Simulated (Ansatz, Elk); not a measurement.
# TeS2: X-ray structure factors from the self-consistent density

Structure refinements treat a crystal as free atoms side by side. For a made-up structure of TeS2 (cell and positions from a r2SCAN relaxation) the runs below show what the calculated density changes in F(hkl).

Calculated with Elk 11.2.3 (patched build); DFT, PBE, all-electron APW+lo, Dirac cores, scalar-relativistic bands, static density, no spin.

This account leaves out most program logs.

The structure was built from a prototype and need not be the compound's stable phase.

## Step 1: The starting structure

It takes space group P-3m1 (No. 164, trigonal). Conventional cell: a = 3.813 Å, b = 3.813 Å, c = 6.152 Å, α = 90.00°, β = 90.00°, γ = 120.00°. Nearest to Te lie 6 S at 2.69 Å. Nearest to S lie 3 Te at 2.69 Å. Farther neighbours and most contacts between anions are not listed.

## Step 2: Ground state and structure factors

An all-electron density is needed, since X-rays see the cores too. Task 0 finds the density and task 195 Fourier-transforms it; tshift is off so that phases refer to the origin typed.

File elk.in:

```
tasks
  0
  195

xctype
  20

spinpol
  .false.

rgkmax
  7.0

gmaxvr
  14.0

lmaxo
  7

lmaxapw
  8

swidth
  0.002

tshift
  .false.

ramdisk
  .false.

hmaxvr
  5.5

maxscl
  120

epspot
  1e-06

sppath
  './'

avec
  7.20482697207 -0.00000000000 -0.00000000000
  -3.60241348604 6.23956318768 -0.00000000000
  -0.00000000000 -0.00000000000 11.62516269741

atoms
  2
  'Te.in'
  1
  -0.0000000000 0.0000000000 -0.0000000000   0.000000 0.000000 0.000000
  'S.in'
  2
  0.3333333333 0.6666666667 0.2505456233   0.000000 0.000000 0.000000
  0.6666666667 0.3333333333 0.7494543767   0.000000 0.000000 0.000000

ngridk
  7 7 4
```

Command:

```bash
OMP_NUM_THREADS=4 elk
```

The job ended after 13 s (4 threads of Arm Neoverse V2, shared host; peak memory 0.16 GiB).

SFACRHO.OUT:

```text

h k l indices transformed by vhmat matrix:
   1.000000000       0.000000000       0.000000000    
   0.000000000       1.000000000       0.000000000    
   0.000000000       0.000000000       1.000000000    

      h      k      l  multipl.   |H|            Re(F)            Im(F)           |F|

      0      0      0      1   0.0000000       83.999999     -0.62440983E-16   83.999999    
      0      0      1      2  0.54048149       49.071701      -0.0000000       49.071701    
      0      1      0      6   1.0069912       31.989969      0.36263276E-14   31.989969    
      0      0      2      2   1.0809630       19.376985     -0.10114054E-13   19.376985    
      1     -1     -1      6   1.1428699       22.547048      0.45329094E-14   22.547048    
      1     -1      1      6   1.1428699       64.236256      0.81592370E-14   64.236256    
      1      0      2      6   1.4773328       50.941057      0.90658189E-15   50.941057    
      1      0     -2      6   1.4773328       50.881299     -0.90658189E-14   50.881299    
      0      0      3      2   1.6214445       39.150944      0.18131638E-14   39.150944    
      1      1      0      6   1.7441599       57.384910     -0.86747733E-14   57.384910    
      1      1      1     12   1.8259831       37.313250      0.18131638E-14   37.313250    
      1      0     -3      6   1.9086942       20.742449      0.15411892E-13   20.742449    
      0     -1      3      6   1.9086942       52.613753      0.19944802E-13   52.613753    
      0     -2      0      6   2.0139824       26.915707     -0.36263276E-14   26.915707    
     -1      2     -2     12   2.0519685       17.954034      0.16098911E-13   17.954034    
      2     -2      1      6   2.0852447       20.331425      -0.0000000       20.331425    
      0      2     -1      6   2.0852447       50.632732     -0.13598728E-13   50.632732    
      0      0      4      2   2.1619260       52.100375      0.15936010E-13   52.100375
```

Elk indexes on the primitive cell of elk.in and gives |H| = 4π sin θ/λ in inverse bohr. Below, one row stands for each form hkl of the conventional cell (m members, Friedel mates merged), F is for one primitive cell and the density is static (no thermal factor). Free-atom factors are Waasmaier and Kirfel's, and R is Σm||F|−|F'||/Σm|F|.

```tsv
hkl	m	sin θ/λ (Å⁻¹)	abs F, DFT	neutral atoms	diff.
001	2	0.081	49.072	49.219	-0.147
100	6	0.151	31.990	32.217	-0.227
002	2	0.163	19.377	19.636	-0.259
101	6	0.172	22.547	22.822	-0.275
011	6	0.172	64.236	64.071	+0.165
102	6	0.222	50.941	50.962	-0.021
012	6	0.222	50.881	50.712	+0.170
003	2	0.244	39.151	39.255	-0.104
110	6	0.262	57.385	57.404	-0.019
111	12	0.275	37.313	37.316	-0.003
013	6	0.287	20.742	20.630	+0.113
103	6	0.287	52.614	52.652	-0.038
200	6	0.303	26.916	26.940	-0.024
112	12	0.309	17.954	17.830	+0.124
021	6	0.314	20.331	20.126	+0.205
201	6	0.314	50.633	50.745	-0.113
004	2	0.325	52.100	52.207	-0.107
022	6	0.344	42.760	42.510	+0.250
202	6	0.344	42.204	42.309	-0.105
113	12	0.358	33.615	33.466	+0.149
014	6	0.359	25.296	25.192	+0.104
104	6	0.359	24.780	24.799	-0.020
```

## Step 3: The highest occupied states alone

An energy window below the Fermi level keeps the highest occupied states, to see at which angles they scatter; shallow core shells can lie inside it and anion s states outside. No new self-consistency is needed.

elk.in: that of step 2 with these lines changed.

```diff
@@ -1,3 +1,2 @@
 tasks
-  0
   195
@@ -40,2 +39,5 @@
 
+wsfac
+  -0.208400 0.459090
+
 sppath
```

Command:

```bash
OMP_NUM_THREADS=4 elk
```

Elapsed: 5.4 s, on 4 threads; peak memory 0.16 GiB; 6.7 s of CPU time.

States within 10 eV below the Fermi level hold 12.78 electrons; any levels below the window count with the cores, and a count that is not whole means the window cuts a band. Their amplitudes can exceed the total, where window and core parts have opposite phase:

```tsv
hkl	sin θ/λ (Å⁻¹)	abs F, window	abs F, all
001	0.081	2.360	49.072
100	0.151	1.044	31.990
002	0.163	2.799	19.377
101	0.172	2.099	22.547
011	0.172	3.641	64.236
102	0.222	1.133	50.941
012	0.222	0.799	50.881
003	0.244	0.247	39.151
110	0.262	0.662	57.385
111	0.275	0.201	37.313
```

## Step 4: Another functional

The difference from free atoms is small, so it is set against the change that LDA (Perdew-Wang) makes.

elk.in: that of step 3 with these lines changed.

```diff
@@ -1,2 +1,3 @@
 tasks
+  0
   195
@@ -4,3 +5,3 @@
 xctype
-  20
+  3
 
@@ -39,5 +40,2 @@
 
-wsfac
-  -0.208400 0.459090
-
 sppath
```

Command:

```bash
OMP_NUM_THREADS=4 elk
```

It took 7.8 s on 4 threads; peak memory 0.16 GiB; 19 s of CPU time.

Against the first run R = 0.06 %; the largest change is +0.044 at 002.

## Step 5: Basis size

A smaller basis shows how fast F responds to it; the change is likely larger than the basis error of the first run, but doesn't show convergence.

elk.in: that of step 4 with these lines changed.

```diff
@@ -5,3 +5,3 @@
 xctype
-  3
+  20
 
@@ -11,3 +11,3 @@
 rgkmax
-  7.0
+  5.5
```

Command:

```bash
OMP_NUM_THREADS=4 elk
```

The job ended after 12 s (4 threads; peak memory 0.16 GiB).

Against the first run R = 0.02 %; the largest change is -0.029 at 110.

## Step 6: Basis size

The basis and the expansions that go with it are enlarged, to see whether the differences are converged.

elk.in: that of step 5 with these lines changed.

```diff
@@ -11,12 +11,12 @@
 rgkmax
-  5.5
+  8.5
 
 gmaxvr
-  14.0
+  18.0
 
 lmaxo
-  7
+  9
 
 lmaxapw
-  8
+  10
```

Command:

```bash
OMP_NUM_THREADS=4 elk
```

Elapsed: 30 s, on 4 threads; peak memory 0.26 GiB.

Against the first run R = 0.00 %; the largest change is -0.005 at 213.

## Step 7: Settings against the effect

```tsv
run	R against the first run (%)	R against neutral atoms, low angle (%)	wall time
PBE, rgkmax 7	0.00	0.26	13 s
LDA (Perdew-Wang)	0.06	0.23	7.8 s
rgkmax 5.5	0.02	0.27	12 s
rgkmax 8.5 with larger expansions	0.00	0.26	30 s
```

## Step 8: Summary of results

```json
{
 "R against neutral atoms, sin θ/λ < 0.3 Å⁻¹": "0.26 %",
 "R against neutral atoms, 0.3 to 0.79 Å⁻¹": "0.11 %"
}
```

**Reading.** Independent neutral atoms miss the calculated amplitudes by R = 0.26 % below 0.3 Å⁻¹ and 0.11 % from there to 0.79 Å⁻¹; by shells, 0.30 % below 0.15 Å⁻¹ (1 form), 0.26 % 0.15 to 0.3 (11 forms), 0.20 % 0.3 to 0.45 (23 forms), 0.09 % above 0.45 (114 forms). Bonding, aspherical density and the tables' own atoms all enter these figures, and the runs don't part them. The largest change of an amplitude is -0.28 electrons, at 101. The window's part falls from 12.8 electrons at the origin to at most 0.22 between 0.45 and 0.79 Å⁻¹. Below 0.3 Å⁻¹ the changes that finished (LDA (Perdew-Wang), rgkmax 5.5 and rgkmax 8.5 with larger expansions) move F by R = 0.04 % at most, against the 0.26 % that separates it from free atoms. The k-mesh has no finished test. Part of the difference isn't bonding: the tables are fits to free atoms and ions calculated by other methods than this functional. Thermal motion, anomalous dispersion and extinction are left out.

[Logs are printed without paths, hosts, clocks, repeated set-up lines and the standing remarks that a program may print on its own settings, such as how far it seeks lower states.]

[Hosts, paths, dates, database ids (printed as entryN), source tags and the programs' standing remarks are cut or masked in the printed files.]
